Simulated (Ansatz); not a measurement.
# Lattice dynamics of Lu3SnC (Pm-3m), part 3 of 3

Task: relax Lu3SnC (Pm-3m), then find its harmonic phonons.

Ansatz 0.2.0; DFT PBEsol, scalar-relativistic, plane waves, PAW; PAW set soft_1.

So far. Step 3 (Tight relaxation): The forces vanish by symmetry and the pressure is 0.000 GPa, within the tolerances set. The cell now holds 20.55 Å³/atom. Step 4 (Zone-centre response): Before it was imposed, the acoustic sum rule was missed by 3.9e-5 eV/Å². Small misses are needed for a sound result but don't prove that mesh and cutoff are converged. The lowest optical mode is real, 104 cm⁻¹. The relaxed cell has a = 4.684 Å (conventional setting).

**5. The dispersion (continued)**

Harmonic mean-square displacement, third of the trace. Interpolated from a 2×2×2 q mesh. Mean square displacements, by row:

| T (K) | Lu1 U_eq (Å²) | Lu2 U_eq (Å²) | Lu3 U_eq (Å²) | Sn4 U_eq (Å²) | C5 U_eq (Å²) |
| --- | --- | --- | --- | --- | --- |
| 0 | 0.00104 | 0.00104 | 0.00104 | 0.00139 | 0.00304 |
| 100 | 0.00208 | 0.00208 | 0.00208 | 0.00239 | 0.00333 |
| 300 | 0.00564 | 0.00564 | 0.00564 | 0.0063 | 0.00483 |
| 600 | 0.01117 | 0.01117 | 0.01117 | 0.01244 | 0.00815 |

Symmetry leaves 4 wavevectors to solve. The lowest mode among them, the acoustic zeros apart, lies at q = (0, -0.5, -0.5) and is real, 38.9 cm⁻¹.

**6. Isotope substitution, element C, natural mass 12.011 amu**

An isotope changes the mass and not the force constants, so no new electronic calculation is needed; the shifts show which modes move this element.

The same force constants with the mass of C changed from 12.011 to 13.003 u (phonopy, no LO-TO term). Both lists are sorted by frequency; levels can cross, so a row need not hold one and the same mode. Modes under 3 cm⁻¹ are left out. Isotope shifts, by row, the first 40 of 57 rows:

| q | rank | natural mass (cm⁻¹) | changed mass (cm⁻¹) |
| --- | --- | --- | --- |
| 0 0 0 | 4 | 103.9 | 103.9 |
| 0 0 0 | 5 | 103.9 | 103.9 |
| 0 0 0 | 6 | 103.9 | 103.9 |
| 0 0 0 | 7 | 108.7 | 108.7 |
| 0 0 0 | 8 | 108.7 | 108.7 |
| 0 0 0 | 9 | 108.7 | 108.7 |
| 0 0 0 | 10 | 144.5 | 144.4 |
| 0 0 0 | 11 | 144.5 | 144.4 |
| 0 0 0 | 12 | 144.5 | 144.4 |
| 0 0 0 | 13 | 466.3 | 448.8 |
| 0 0 0 | 14 | 466.3 | 448.8 |
| 0 0 0 | 15 | 466.3 | 448.8 |
| 0 0 -0.5 | 1 | 70.9 | 70.87 |
| 0 0 -0.5 | 2 | 70.9 | 70.87 |
| 0 0 -0.5 | 3 | 80.18 | 80.18 |
| 0 0 -0.5 | 4 | 84.23 | 84.23 |
| 0 0 -0.5 | 5 | 84.23 | 84.23 |
| 0 0 -0.5 | 6 | 94.45 | 94.45 |
| 0 0 -0.5 | 7 | 112.6 | 112.6 |
| 0 0 -0.5 | 8 | 113.1 | 113.1 |
| 0 0 -0.5 | 9 | 113.1 | 113.1 |
| 0 0 -0.5 | 10 | 136.9 | 136.8 |
| 0 0 -0.5 | 11 | 136.9 | 136.8 |
| 0 0 -0.5 | 12 | 162.4 | 162.4 |
| 0 0 -0.5 | 13 | 451.2 | 434.4 |
| 0 0 -0.5 | 14 | 451.2 | 434.4 |
| 0 0 -0.5 | 15 | 547.9 | 526.6 |
| 0 -0.5 -0.5 | 1 | 38.92 | 38.92 |
| 0 -0.5 -0.5 | 2 | 81.61 | 81.6 |
| 0 -0.5 -0.5 | 3 | 81.61 | 81.6 |
| 0 -0.5 -0.5 | 4 | 88.29 | 88.29 |
| 0 -0.5 -0.5 | 5 | 88.29 | 88.29 |
| 0 -0.5 -0.5 | 6 | 103.3 | 103.3 |
| 0 -0.5 -0.5 | 7 | 108.4 | 108.4 |
| 0 -0.5 -0.5 | 8 | 118.2 | 118 |
| 0 -0.5 -0.5 | 9 | 121.2 | 121.2 |
| 0 -0.5 -0.5 | 10 | 121.2 | 121.2 |
| 0 -0.5 -0.5 | 11 | 144.1 | 144.1 |
| 0 -0.5 -0.5 | 12 | 181.7 | 181.7 |
| 0 -0.5 -0.5 | 13 | 460.6 | 443.5 |

A mode of this element alone would shift by -3.89 %. The highest zone-centre frequency without the field goes from 466.3 to 448.8 cm⁻¹ (-3.8 %). The product of the frequency ratios over all optical modes at Γ is 0.890; the product rule, (m/m′)^(3k/2) (M′/M)^(3/2) with k = 1 such atoms and M the mass of the cell, gives 0.890.

**7. Isotope substitution, element Sn, natural mass 118.71 amu**

The same for Sn, from 118.71 to 123.91 u.

The same force constants with the mass of Sn changed from 118.710 to 123.905 u (phonopy, no LO-TO term). Both lists are sorted by frequency; levels can cross, so a row need not hold one and the same mode. Modes under 3 cm⁻¹ are left out. Isotope shifts, by row, the first 40 of 57 rows:

| q | rank | natural mass (cm⁻¹) | changed mass (cm⁻¹) |
| --- | --- | --- | --- |
| 0 0 0 | 4 | 103.9 | 103.9 |
| 0 0 0 | 5 | 103.9 | 103.9 |
| 0 0 0 | 6 | 103.9 | 103.9 |
| 0 0 0 | 7 | 108.7 | 106.8 |
| 0 0 0 | 8 | 108.7 | 106.8 |
| 0 0 0 | 9 | 108.7 | 106.8 |
| 0 0 0 | 10 | 144.5 | 144.5 |
| 0 0 0 | 11 | 144.5 | 144.5 |
| 0 0 0 | 12 | 144.5 | 144.5 |
| 0 0 0 | 13 | 466.3 | 466.3 |
| 0 0 0 | 14 | 466.3 | 466.3 |
| 0 0 0 | 15 | 466.3 | 466.3 |
| 0 0 -0.5 | 1 | 70.9 | 70.9 |
| 0 0 -0.5 | 2 | 70.9 | 70.9 |
| 0 0 -0.5 | 3 | 80.18 | 80.18 |
| 0 0 -0.5 | 4 | 84.23 | 83.58 |
| 0 0 -0.5 | 5 | 84.23 | 83.58 |
| 0 0 -0.5 | 6 | 94.45 | 94.45 |
| 0 0 -0.5 | 7 | 112.6 | 110.3 |
| 0 0 -0.5 | 8 | 113.1 | 111.6 |
| 0 0 -0.5 | 9 | 113.1 | 111.6 |
| 0 0 -0.5 | 10 | 136.9 | 136.9 |
| 0 0 -0.5 | 11 | 136.9 | 136.9 |
| 0 0 -0.5 | 12 | 162.4 | 162.3 |
| 0 0 -0.5 | 13 | 451.2 | 451.2 |
| 0 0 -0.5 | 14 | 451.2 | 451.2 |
| 0 0 -0.5 | 15 | 547.9 | 547.9 |
| 0 -0.5 -0.5 | 1 | 38.92 | 38.92 |
| 0 -0.5 -0.5 | 2 | 81.61 | 81.14 |
| 0 -0.5 -0.5 | 3 | 81.61 | 81.14 |
| 0 -0.5 -0.5 | 4 | 88.29 | 88.29 |
| 0 -0.5 -0.5 | 5 | 88.29 | 88.29 |
| 0 -0.5 -0.5 | 6 | 103.3 | 103.3 |
| 0 -0.5 -0.5 | 7 | 108.4 | 106.1 |
| 0 -0.5 -0.5 | 8 | 118.2 | 118.2 |
| 0 -0.5 -0.5 | 9 | 121.2 | 119.4 |
| 0 -0.5 -0.5 | 10 | 121.2 | 119.4 |
| 0 -0.5 -0.5 | 11 | 144.1 | 144.1 |
| 0 -0.5 -0.5 | 12 | 181.7 | 181.7 |
| 0 -0.5 -0.5 | 13 | 460.6 | 460.6 |

A mode of this element alone would shift by -2.12 %. The highest zone-centre frequency without the field goes from 466.3 to 466.3 cm⁻¹ (-0.0 %). The product of the frequency ratios over all optical modes at Γ is 0.949; the product rule, (m/m′)^(3k/2) (M′/M)^(3/2) with k = 1 such atoms and M the mass of the cell, gives 0.949.

**8. What came out**

```json
{
 "space group after relaxation (within 0.01 Å)": "Pm-3m",
 "volume per atom": "20.6 Å³",
 "electronic character": "no gap on this mesh",
 "highest optical mode at the zone centre (no LO-TO term)": "466 cm⁻¹",
 "lowest optical zone-centre mode": "104 cm⁻¹",
 "lowest mode on the q mesh (acoustic modes at Γ apart)": "38.9 cm⁻¹",
 "highest frequency on the path or at a solved wavevector": "548 cm⁻¹",
 "zero-point energy per atom": "34.2 meV",
 "heat capacity at 300 K": "22.7 J/(mol atoms K)",
 "vibrational entropy at 300 K": "36.4 J/(mol atoms K)",
 "Debye temperature (second moment)": "450 K",
 "imaginary modes on the 2×2×2 q mesh": "none"
}
```

In words: The structure is a minimum as far as tested: no mode is imaginary at the 4 irreducible wavevectors of the 2×2×2 mesh, and the softest away from the acoustic zeros lies at 39 cm⁻¹. The optical modes at Γ span 104 to 466 cm⁻¹. The highest mode in this list at Γ, 466.3 cm⁻¹, is mostly motion of C (96 % of the kinetic energy). On the path and the mesh, the widest gap between branches runs from 199 to 451 cm⁻¹. With no gap, or one that is small against the smearing, the frequencies hang on the k mesh and the smearing, most of all near Kohn anomalies. The phonon runs are without spin polarisation, although the cell has an odd electron count. Spin-orbit coupling is left out, which can matter for the heavy elements here. The PAW files were made for PBE and serve the other functionals too. A phonon run warned that its eigensolver left some bands unconverged in a pass. These are harmonic frequencies at zero temperature: anharmonic shifts, linewidths and thermal expansion are left out.

[Logs are printed without paths, hosts, clocks, repeated set-up lines and the standing remarks that a program may print on its own settings, such as how far it seeks lower states.]

[Hosts, paths, dates, database ids (printed as entryN), source tags and the programs' standing remarks are cut or masked in the printed files.]
